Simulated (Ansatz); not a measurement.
# Li on Cu(100): change of the work function

How does Li on the hollow site change the work function of Cu(100) as the layer fills?

Method: plane-wave DFT, PBE, Ansatz PAW, in Ansatz 0.2.0.

## Step 1: Starting point

The cell holds 4 atoms: 4 Cu. Its edges and angles: a = 2.553 Å, b = 2.553 Å, c = 23.415 Å, α = 90.0°, β = 90.0°, γ = 90.0°. Vacuum lies along c.

As a file:

```cif
data_structure
_symmetry_space_group_name_H-M 'P 1'
_symmetry_Int_Tables_number 1
_cell_length_a 2.5527
_cell_length_b 2.5527
_cell_length_c 23.4150
_cell_angle_alpha 90.000
_cell_angle_beta 90.000
_cell_angle_gamma 90.000
_cell_volume 152.57
loop_
_atom_site_label
_atom_site_type_symbol
_atom_site_fract_x
_atom_site_fract_y
_atom_site_fract_z
_atom_site_occupancy
Cu1 Cu 0.50000 0.50000 0.38437 1
Cu2 Cu 0.00000 0.00000 0.46146 1
Cu3 Cu 0.50000 0.50000 0.53854 1
Cu4 Cu 0.00000 0.00000 0.61563 1
```

## Step 2: The clean slab

The bare slab comes first, as the zero from which every change is counted. The two lowest layers are held at bulk places and the upper ones relax. The dipole correction removes the false field that a one-sided slab makes across the periodic vacuum, so each face gets a flat vacuum level of its own.

Contents of input.yaml:

```yaml
crystal:
  lattice:
    - [2.5526554801, 0.0, 0.0]
    - [0.0, 2.5526554801, 0.0]
    - [0.0, 0.0, 23.415]
  atoms:
    - { symbol: Cu, position: [0.5, 0.5, 0.3843689942] }
    - { symbol: Cu, position: [0.0, 0.0, 0.4614563314] }
    - { symbol: Cu, position: [0.5, 0.5, 0.5385436686] }
    - { symbol: Cu, position: [0.0, 0.0, 0.6156310058] }
kpoints:
  mp_grid: { grid: [12, 12, 1] }
hamiltonian:
  xc: pbe
scf:
  occupations: { method: fermi_dirac, width: 0.1 }
  convergence: { dr2_threshold: 1.0e-08 }
efield:
  axis: 3
  dipole_correction: true
  ramp_position: 0.97
  ramp_width: 0.06
relax:
  f_tol: 0.02
  max_steps: 60
  constraints: [{ sites: [0, 1] }]
output:
  write_potential: true
  write_density: true
  volumetric_format: npy
```

The run is started by

```sh
> ansatz run input.yaml --threads 4 --pin off --max-ram 12288MiB --backend cpu --events-out ev --progress --plain --runs-dir out
```

Numbers of over 12 decimals in the logs are rounded to 6 here.

The program printed:

```text
Engine: ansatz 0.2.0, x86_64-unknown-linux-gnu
Pseudopotentials: kind: paw
Pseudopotential: Cu, paw, valence charge 19, recommended cutoff 420 eV (normal), Cu.paw.azcp
Functional definition: PBE
  parameter kappa = 0.804
  parameter beta = 0.066725
  exchange = pbe_x(kappa = kappa, mu = beta*pi^2/3)
  correlation = pbe_c(beta = beta)
Crystal: 4 atoms, lattice volume = 152.573 Å³
Basis set: ecut = 420 eV, 3011 PW (Γ), exchange–correlation on 36×36×320 points (8 copies of the dense FFT grid, shifted against one another)
Bands: 46, of which v1, the nominal top of the filled ones, is band 38 counted from 1 (37 counted from 0)
Symmetry: 8 space group operations
k-points: 28 of 144
Non-local potential: Cu, projectors of the file, l = 0: 3, l = 1: 2, l = 2: 3, l = 3: 1
PAW form: soft (Blöchl's): semilocal exchange-correlation on the pseudo side does not see the compensation charge
PAW one-centre angular grid: Cu, 590 points (default); XC on 64 Gauss nodes
Initial density: superposition of atomic densities (neutral atoms: chi_scale 0, normalization atom), corrected by the library's trained network
Initial wavefunctions: pseudopotential atomic-orbital guess
Functional: x = pbe(κ = 0.804, μ = 0.219515), c = pbe(β = 0.066725)
SCF iter   1: F=—  HF=-26499.487320 eV  |F-HF|=—  |Δ(HF+E_count)|=         —  Δρ=1.44e-3  dr2=1.11e-2  ethr=1.77e-3  p=0.000 e·Å  D=5.79e-14 V/Å  ΔV_dip=-0.00 eV  dr2_dipole=9.35e-9  V_vac-E_F(+/−)=4.49/4.49 eV  ⟨swp⟩=8.7  Hψ=5648  notcnv=0  defer=4
efield: sawtooth ramp at fractional position 0.9700 (set: `efield.ramp_position`, or a place that a band, a saddle search or an elastic batch's reference lends), width 0.0600; the density the first Hamiltonian is built on has a dipole p = 0.000 e·Å; the dipole correction subtracts the counter field D = 5.79e-14 V/Å, which shifts the + side's vacuum level by -0.00 eV against the − side's; the planar-averaged density in the ramp window peaks in size at 3.2e-5 e/Å³
preconditioner: auto → LDOS  [metal: Δε(μ)=0.060 eV  Ē_g=8.062 eV  σ=0.100 eV  W_gap=0.15  n_scr=18 (ndim 8)  ℏωp=19.9 eV  f_vac=0.639  D(μ)=1.29/eV (n_scr^D=8)  β→1.0]
SCF iter   2: F=—  HF=-26499.492243 eV  |F-HF|=—  |Δ(HF+E_count)|=   4.92e-3  Δρ=1.83e-3  dr2=4.23e-3  ethr=1.46e-5  p=-0.000 e·Å  D=-6.14e-6 V/Å  ΔV_dip=0.00 eV  dr2_dipole=9.00e-8  V_vac-E_F(+/−)=4.58/4.58 eV  ⟨swp⟩=2.9  Hψ=2867  notcnv=0  defer=39
SCF iter   3: F=—  HF=-26499.491945 eV  |F-HF|=—  |Δ(HF+E_count)|=   2.98e-4  Δρ=1.46e-3  dr2=1.64e-3  ethr=5.57e-6  p=-0.000 e·Å  D=-3.99e-5 V/Å  ΔV_dip=0.00 eV  dr2_dipole=2.09e-7  V_vac-E_F(+/−)=4.57/4.57 eV  ⟨swp⟩=2.5  Hψ=2210  notcnv=0  defer=39
SCF iter   4: F=—  HF=-26499.491523 eV  |F-HF|=—  |Δ(HF+E_count)|=   4.22e-4  Δρ=1.91e-4  dr2=1.24e-4  ethr=2.16e-6  p=0.000 e·Å  D=2.29e-5 V/Å  ΔV_dip=-0.00 eV  dr2_dipole=3.74e-9  V_vac-E_F(+/−)=4.57/4.57 eV  ⟨swp⟩=2.0  Hψ=1832  notcnv=0  defer=39
SCF iter   5: F=—  HF=-26499.491528 eV  |F-HF|=—  |Δ(HF+E_count)|=   4.89e-6  Δρ=1.10e-4  dr2=2.44e-5  ethr=1.63e-7  p=-0.000 e·Å  D=-1.13e-5 V/Å  ΔV_dip=0.00 eV  dr2_dipole=1.49e-9  V_vac-E_F(+/−)=4.58/4.58 eV  ⟨swp⟩=2.1  Hψ=1761  notcnv=0  defer=39
SCF iter   6: F=—  HF=-26499.491522 eV  |F-HF|=—  |Δ(HF+E_count)|=   6.16e-6  Δρ=1.05e-4  dr2=1.04e-5  ethr=3.21e-8  p=0.000 e·Å  D=2.18e-5 V/Å  ΔV_dip=-0.00 eV  dr2_dipole=1.22e-8  V_vac-E_F(+/−)=4.58/4.58 eV  ⟨swp⟩=2.0  Hψ=1843  notcnv=0  defer=39
SCF iter   7: F=—  HF=-26499.491512 eV  |F-HF|=—  |Δ(HF+E_count)|=   1.00e-5  Δρ=2.78e-5  dr2=8.10e-7  ethr=1.37e-8  p=0.000 e·Å  D=4.92e-6 V/Å  ΔV_dip=-0.00 eV  dr2_dipole=2.22e-11  V_vac-E_F(+/−)=4.58/4.58 eV  ⟨swp⟩=2.1  Hψ=1730  notcnv=0  defer=39
SCF iter   8: F=—  HF=-26499.491526 eV  |F-HF|=—  |Δ(HF+E_count)|=   1.46e-5  Δρ=2.01e-5  dr2=4.10e-7  ethr=1.07e-9  p=0.000 e·Å  D=3.53e-6 V/Å  ΔV_dip=-0.00 eV  dr2_dipole=2.40e-9  V_vac-E_F(+/−)=4.58/4.58 eV  ⟨swp⟩=2.0  Hψ=1851  notcnv=0  defer=39
SCF iter   9: F=—  HF=-26499.491526 eV  |F-HF|=—  |Δ(HF+E_count)|=   1.27e-7  Δρ=8.58e-6  dr2=8.09e-8  ethr=5.39e-10  p=0.000 e·Å  D=5.29e-7 V/Å  ΔV_dip=-0.00 eV  dr2_dipole=3.77e-10  V_vac-E_F(+/−)=4.58/4.58 eV  ⟨swp⟩=2.0  Hψ=1812  notcnv=0  defer=39
SCF iter  10: F=-26499.491526 eV  HF=-26499.491526 eV  |F-HF|=5.54e-8  |Δ(HF+E_count)|=   3.79e-8  Δρ=1.15e-6  dr2=1.63e-9  ethr=1.32e-11  p=0.000 e·Å  D=2.43e-7 V/Å  ΔV_dip=-0.00 eV  dr2_dipole=8.16e-12  V_vac-E_F(+/−)=4.58/4.58 eV  ⟨swp⟩=8.1  Hψ=9207  notcnv=0
SCF 1 converged in 10 iterations: F = -26499.491526 eV  dr2 = 1.63e-9
  greatest PAW one-centre occupation: 1.000 electrons in one spin orbital (limit 2), on the Cu atom at site 3 (counted from 0), in its partial waves of l = 0
relax step   1: F+E_penalty+E_count = -26499.49152650 eV  Δ(F+E_penalty+E_count) = +0.000e0 eV  max|allowed force component| = 2.181e-1 eV/Å  Δτ_max = 0.0000 Å  (10 SCF iters, accepted)
Initial density: handed on by an earlier stage of this run
Initial wavefunctions: those handed on with the density
iter 1 solved again at ethr=4.94e-7 eV; its pass at ethr=3.10e-3 eV (dr2=3.76e-4 eV) is discarded
SCF iter   1: F=—  HF=-26499.493645 eV  |F-HF|=—  |Δ(HF+E_count)|=         —  Δρ=7.18e-4  dr2=3.81e-4  ethr=4.94e-7  p=0.000 e·Å  D=6.51e-7 V/Å  ΔV_dip=-0.00 eV  dr2_dipole=5.33e-7  V_vac-E_F(+/−)=4.58/4.58 eV  ⟨swp⟩=2.8  Hψ=4247  notcnv=0  defer=52
efield: sawtooth ramp at fractional position 0.9700 (set: `efield.ramp_position`, or a place that a band, a saddle search or an elastic batch's reference lends), width 0.0600; the density the first Hamiltonian is built on has a dipole p = 0.000 e·Å; the dipole correction subtracts the counter field D = 6.51e-7 V/Å, which shifts the + side's vacuum level by -0.00 eV against the − side's; the planar-averaged density in the ramp window peaks in size at 2.3e-5 e/Å³
preconditioner: auto → LDOS  [metal: Δε(μ)=0.090 eV  Ē_g=8.129 eV  σ=0.100 eV  W_gap=0.22  n_scr=18 (ndim 8)  ℏωp=19.9 eV  f_vac=0.638  D(μ)=1.28/eV (n_scr^D=8)  β→1.0]
SCF iter   2: F=—  HF=-26499.493463 eV  |F-HF|=—  |Δ(HF+E_count)|=   1.81e-4  Δρ=1.93e-4  dr2=8.92e-5  ethr=4.94e-7  p=0.000 e·Å  D=2.69e-4 V/Å  ΔV_dip=-0.01 eV  dr2_dipole=1.27e-5  V_vac-E_F(+/−)=4.58/4.58 eV  ⟨swp⟩=2.1  Hψ=2198  notcnv=0  defer=52
SCF iter   3: F=—  HF=-26499.493459 eV  |F-HF|=—  |Δ(HF+E_count)|=   4.11e-6  Δρ=1.84e-4  dr2=3.53e-5  ethr=1.17e-7  p=0.000 e·Å  D=1.03e-4 V/Å  ΔV_dip=-0.00 eV  dr2_dipole=5.88e-7  V_vac-E_F(+/−)=4.58/4.58 eV  ⟨swp⟩=2.0  Hψ=1859  notcnv=0  defer=52
SCF iter   4: F=—  HF=-26499.493454 eV  |F-HF|=—  |Δ(HF+E_count)|=   5.56e-6  Δρ=9.12e-5  dr2=8.65e-6  ethr=4.64e-8  p=0.000 e·Å  D=1.63e-4 V/Å  ΔV_dip=-0.00 eV  dr2_dipole=1.04e-7  V_vac-E_F(+/−)=4.58/4.58 eV  ⟨swp⟩=2.0  Hψ=1849  notcnv=0  defer=52
SCF iter   5: F=—  HF=-26499.493458 eV  |F-HF|=—  |Δ(HF+E_count)|=   4.49e-6  Δρ=2.20e-5  dr2=5.03e-7  ethr=1.14e-8  p=0.000 e·Å  D=1.56e-4 V/Å  ΔV_dip=-0.00 eV  dr2_dipole=1.16e-8  V_vac-E_F(+/−)=4.58/4.58 eV  ⟨swp⟩=2.0  Hψ=1786  notcnv=0  defer=52
SCF iter   6: F=—  HF=-26499.493458 eV  |F-HF|=—  |Δ(HF+E_count)|=   2.31e-7  Δρ=1.23e-5  dr2=1.50e-7  ethr=6.62e-10  p=0.000 e·Å  D=1.63e-4 V/Å  ΔV_dip=-0.00 eV  dr2_dipole=2.73e-9  V_vac-E_F(+/−)=4.58/4.58 eV  ⟨swp⟩=2.0  Hψ=1850  notcnv=0  defer=52
SCF iter   7: F=-26499.493458 eV  HF=-26499.493458 eV  |F-HF|=7.93e-9  |Δ(HF+E_count)|=   8.21e-8  Δρ=2.24e-6  dr2=5.35e-9  ethr=1.32e-11  p=0.000 e·Å  D=1.65e-4 V/Å  ΔV_dip=-0.00 eV  dr2_dipole=6.31e-12  V_vac-E_F(+/−)=4.58/4.58 eV  ⟨swp⟩=8.2  Hψ=9392  notcnv=0
SCF 2 converged in 7 iterations: F = -26499.493458 eV  dr2 = 5.35e-9
  greatest PAW one-centre occupation: 1.000 electrons in one spin orbital (limit 2), on the Cu atom at site 0 (counted from 0), in its partial waves of l = 0
relax step   2: F+E_penalty+E_count = -26499.49345845 eV  Δ(F+E_penalty+E_count) = -1.932e-3 eV  max|allowed force component| = 1.395e-1 eV/Å  Δτ_max = 0.0117 Å  (7 SCF iters, accepted)
SCF iter   1: F=—  HF=-26499.495289 eV  |F-HF|=—  |Δ(HF+E_count)|=         —  Δρ=1.19e-3  dr2=9.92e-4  ethr=1.36e-5  p=0.000 e·Å  D=1.65e-4 V/Å  ΔV_dip=-0.00 eV  dr2_dipole=3.15e-9  V_vac-E_F(+/−)=4.58/4.58 eV  ⟨swp⟩=3.2  Hψ=3121  notcnv=0  defer=52
efield: sawtooth ramp at fractional position 0.9700 (set: `efield.ramp_position`, or a place that a band, a saddle search or an elastic batch's reference lends), width 0.0600; the density the first Hamiltonian is built on has a dipole p = 0.000 e·Å; the dipole correction subtracts the counter field D = 1.65e-4 V/Å, which shifts the + side's vacuum level by -0.00 eV against the − side's; the planar-averaged density in the ramp window peaks in size at 2.2e-5 e/Å³
preconditioner: auto → LDOS  [metal: Δε(μ)=0.088 eV  Ē_g=8.129 eV  σ=0.100 eV  W_gap=0.21  n_scr=18 (ndim 8)  ℏωp=19.9 eV  f_vac=0.638  D(μ)=1.29/eV (n_scr^D=8)  β→1.0]
SCF iter   2: F=—  HF=-26499.494821 eV  |F-HF|=—  |Δ(HF+E_count)|=   4.68e-4  Δρ=3.85e-4  dr2=2.55e-4  ethr=1.31e-6  p=0.000 e·Å  D=5.86e-4 V/Å  ΔV_dip=-0.01 eV  dr2_dipole=3.47e-5  V_vac-E_F(+/−)=4.57/4.58 eV  ⟨swp⟩=2.0  Hψ=2546  notcnv=0  defer=52
SCF iter   3: F=—  HF=-26499.494792 eV  |F-HF|=—  |Δ(HF+E_count)|=   2.89e-5  Δρ=4.05e-4  dr2=1.71e-4  ethr=3.36e-7  p=0.000 e·Å  D=4.58e-4 V/Å  ΔV_dip=-0.01 eV  dr2_dipole=3.20e-6  V_vac-E_F(+/−)=4.57/4.58 eV  ⟨swp⟩=2.2  Hψ=2080  notcnv=0  defer=52
SCF iter   4: F=—  HF=-26499.494770 eV  |F-HF|=—  |Δ(HF+E_count)|=   2.21e-5  Δρ=6.85e-5  dr2=6.36e-6  ethr=2.25e-7  p=0.000 e·Å  D=4.56e-4 V/Å  ΔV_dip=-0.01 eV  dr2_dipole=2.49e-7  V_vac-E_F(+/−)=4.57/4.58 eV  ⟨swp⟩=2.0  Hψ=1803  notcnv=0  defer=52
SCF iter   5: F=—  HF=-26499.494796 eV  |F-HF|=—  |Δ(HF+E_count)|=   2.60e-5  Δρ=2.59e-5  dr2=9.68e-7  ethr=8.37e-9  p=0.000 e·Å  D=4.76e-4 V/Å  ΔV_dip=-0.01 eV  dr2_dipole=9.10e-8  V_vac-E_F(+/−)=4.57/4.58 eV  ⟨swp⟩=2.9  Hψ=1992  notcnv=0  defer=52
SCF iter   6: F=—  HF=-26499.494796 eV  |F-HF|=—  |Δ(HF+E_count)|=   1.95e-7  Δρ=7.49e-6  dr2=6.43e-8  ethr=1.27e-9  p=0.000 e·Å  D=4.75e-4 V/Å  ΔV_dip=-0.01 eV  dr2_dipole=4.68e-9  V_vac-E_F(+/−)=4.57/4.58 eV  ⟨swp⟩=2.0  Hψ=1717  notcnv=0  defer=52
SCF iter   7: F=—  HF=-26499.494796 eV  |F-HF|=—  |Δ(HF+E_count)|=   2.24e-7  Δρ=3.81e-6  dr2=1.47e-8  ethr=1.32e-11  p=0.000 e·Å  D=4.89e-4 V/Å  ΔV_dip=-0.01 eV  dr2_dipole=1.13e-10  V_vac-E_F(+/−)=4.57/4.58 eV  ⟨swp⟩=9.8  Hψ=8995  notcnv=0
SCF iter   8: F=—  HF=-26499.494796 eV  |F-HF|=—  |Δ(HF+E_count)|=   7.59e-8  Δρ=3.61e-6  dr2=1.52e-8  ethr=1.32e-11  p=0.000 e·Å  D=4.94e-4 V/Å  ΔV_dip=-0.01 eV  dr2_dipole=3.72e-10  V_vac-E_F(+/−)=4.57/4.58 eV  ⟨swp⟩=9.1  Hψ=8386  notcnv=0
SCF iter   9: F=-26499.494796 eV  HF=-26499.494796 eV  |F-HF|=1.20e-9  |Δ(HF+E_count)|=   1.28e-8  Δρ=1.23e-6  dr2=2.58e-9  ethr=1.32e-11  p=0.000 e·Å  D=4.96e-4 V/Å  ΔV_dip=-0.01 eV  dr2_dipole=1.01e-10  V_vac-E_F(+/−)=4.57/4.58 eV  ⟨swp⟩=6.8  Hψ=8432  notcnv=0
SCF 3 converged in 9 iterations: F = -26499.494796 eV  dr2 = 2.58e-9
relax step   3: F+E_penalty+E_count = -26499.49479638 eV  Δ(F+E_penalty+E_count) = -1.338e-3 eV  max|allowed force component| = 2.096e-3 eV/Å  Δτ_max = 0.0196 Å  (9 SCF iters, accepted)
NSCF: frozen V_eff on 28 k-points
the band table was solved once a step of the walk had ended and its energy, with any forces and stress, was formed, with the checks that follow a solve (6803 applications of the Hamiltonian). They found nothing against the state; the energy, forces and stress were not computed again (output.eigenvalues in the input reference)
WARN: The output density's exchange-correlation potential varies sharply where the density is thin. Do not read a vacuum level from v_tot or v_xc, or from such a field of the output density. On a cell that repeats whose density bears no net charge and no dipole along the vacuum's axis use v_es (v_loc + v_h of the components); under efield.dipole_correction with no amplitude use v_es + v_field, which holds any externa [...]
SCF converged after 9 iterations
Free energy (F): -26499.494796 eV
Harris-Foulkes:  -26499.494796 eV  (|F-HF|=1.20e-9)
Internal energy: -26499.450325 eV  (E = F + TS)
E sigma→0 (E₀):  -26499.472561 eV
Entropy (-TS):   -0.044472 eV (-11.118 meV/atom)
Fermi energy:    2.077824 eV
Dipole field:    D = 0.000480 V/Å  (p = 0.000405 e·Å, saw-weighted, corrected)
Work function:   Φ+ = 4.5707 eV   Φ− = 4.5819 eV
Levels:          The Fermi level and band energies are counted from a zero that moves with the ramp; work functions are not
--- Per-component energies (eV) ---
  E_band       = -2536.166482
  E_kinetic    = 1198.309529
  E_local      = -168854.319009  (includes V_loc(G=0)·N_el)
  E_nonlocal   = 1567.140430
  E_hartree    = 82915.851882
  E_xc         = -355.051920
  E_vxc        = -457.887175  (∫ρ·V_xc dr)
  E_paw        = -6658.907342  (= ΣΔE_a)
  E_vpaw       = -1821.114879  (= ΣTr[D̂ρ^β])
  E_aug_tail   = 0.001125  (compensation charges beyond the density's cutoff)
  E_efield     = 0.000000  (sawtooth field / dipole correction)
  E_vefield    = -0.000313  (∫n·V_field dr)
  E_ewald      = 63687.524979
  E_smearing   = -0.044472  (= −TS)
  E_closure    = -0.000000  (closes the sum)
  Σ components = -26499.494796   (vs F -26499.494796, Δ=0.00e0)
--- Forces (eV/Å), atoms counted from 1 ---
  atom   1  Cu     0.00000000     0.00000000     0.10441412
  atom   2  Cu    -0.00000000     0.00000000    -0.10661308
  atom   3  Cu     0.00000000     0.00000000     0.00010998
  atom   4  Cu    -0.00000000     0.00000000     0.00209610
  max |Σ_I F_I| component: 7.12e-6 eV/Å
--- Band table (eV; the first three rows and the last of 28) ---
  k-point 0: bands = [... 34 lower, 0.3997, 0.6183, 0.6474, 0.6474, 0.6479, 1.6164, 3.1949, 6.4525, ... 4 higher]
  k-point 1: bands = [... 34 lower, 0.4671, 0.5052, 0.5494, 0.6055, 0.6780, 1.9009, 3.5303, 6.6065, ... 4 higher]
  k-point 2: bands = [... 34 lower, 0.4625, 0.4862, 0.5546, 0.6159, 0.6727, 2.5350, 4.3478, 7.0666, ... 4 higher]
  k-point 27: bands = [... 34 lower, 1.0039, 1.0231, 4.5597, 4.5597, 6.7457, 6.7457, 9.5125, 9.5174, ... 4 higher]
--- Relaxed structure (3 steps of the walk, 3 accepted, 0 SCFs on fresh bases) ---
  F+E_penalty+E_count = -26499.49479638 eV   max|allowed force component| = 2.096e-3 eV/Å
  atoms:
    - { symbol: Cu, position: [0.5, 0.5, 0.384369] }
    - { symbol: Cu, position: [0.0, 0.0, 0.461456] }
    - { symbol: Cu, position: [0.5, 0.5, 0.539882] }
    - { symbol: Cu, position: [0, 0.0, 0.615758] }
```

Wall time 23 s (4 threads of Intel Xeon Platinum 8259CL at 2.50GHz (Skylake/Cascade Lake), shared host); peak memory 0.58 GiB.

The steps of the relaxation:

| step | energy less that of the first step (eV) | largest force component (eV/Å) |
| --- | --- | --- |
| 1 | 0.0000 | 0.2181 |
| 2 | -0.0019 | 0.1395 |
| 3 | -0.0033 | 0.0021 |

Forces are held to the 8 operations that the run works with; a distortion that breaks them can't arise in this run.

The atoms that moved most (Å):

| atom | dx | dy | dz | length |
| --- | --- | --- | --- | --- |
| Cu3 | 0.000 | 0.000 | 0.031 | 0.031 |

Numbers from this step:

| Item | Value |
| --- | --- |
| energy at zero smearing | -26499.4726 eV |
| work function, upper face | 4.571 eV |
| dipole along the normal | 4.05e-4 e·Å |

Running mean over 1.805 Å of the planar mean; the ramp of the sawtooth is left out. Electron's electrostatic potential energy less the Fermi level against z:

| z (Å) | electron's electrostatic potential energy less the Fermi level (eV) |
| --- | --- |
| 3 | 4.58 |
| 4 | 4.58 |
| 5 | 4.58 |
| 6 | 4.54 |
| 7 | 4.10 |
| 8 | -1.44 |
| 9 | -8.30 |
| 10 | -8.72 |
| 11 | -8.72 |
| 12 | -8.55 |
| 13 | -8.94 |
| 14 | -8.80 |
| 15 | -5.53 |
| 16 | 3.08 |
| 17 | 4.46 |
| 18 | 4.56 |
| 19 | 4.57 |
| 20 | 4.57 |

The relaxation took 3 steps and lowered the energy by 0.0033 eV; the largest force on the free atoms ends at 0.0021 eV/Å.

The work function of the upper face is 4.57 eV.

(Continued in part 2 of 5.)

[Logs are printed without paths, hosts, clocks, repeated set-up lines and the standing remarks that a program may print on its own settings, such as how far it seeks lower states.]

[Hosts, paths, dates, database ids (printed as entryN), source tags and the programs' standing remarks are cut or masked in the printed files.]

[Maps of the electrostatic potential energy from Ansatz leave out the sawtooth potential of an applied field or a dipole correction, so their vacuum need not be flat; planar profiles and work functions include it.]
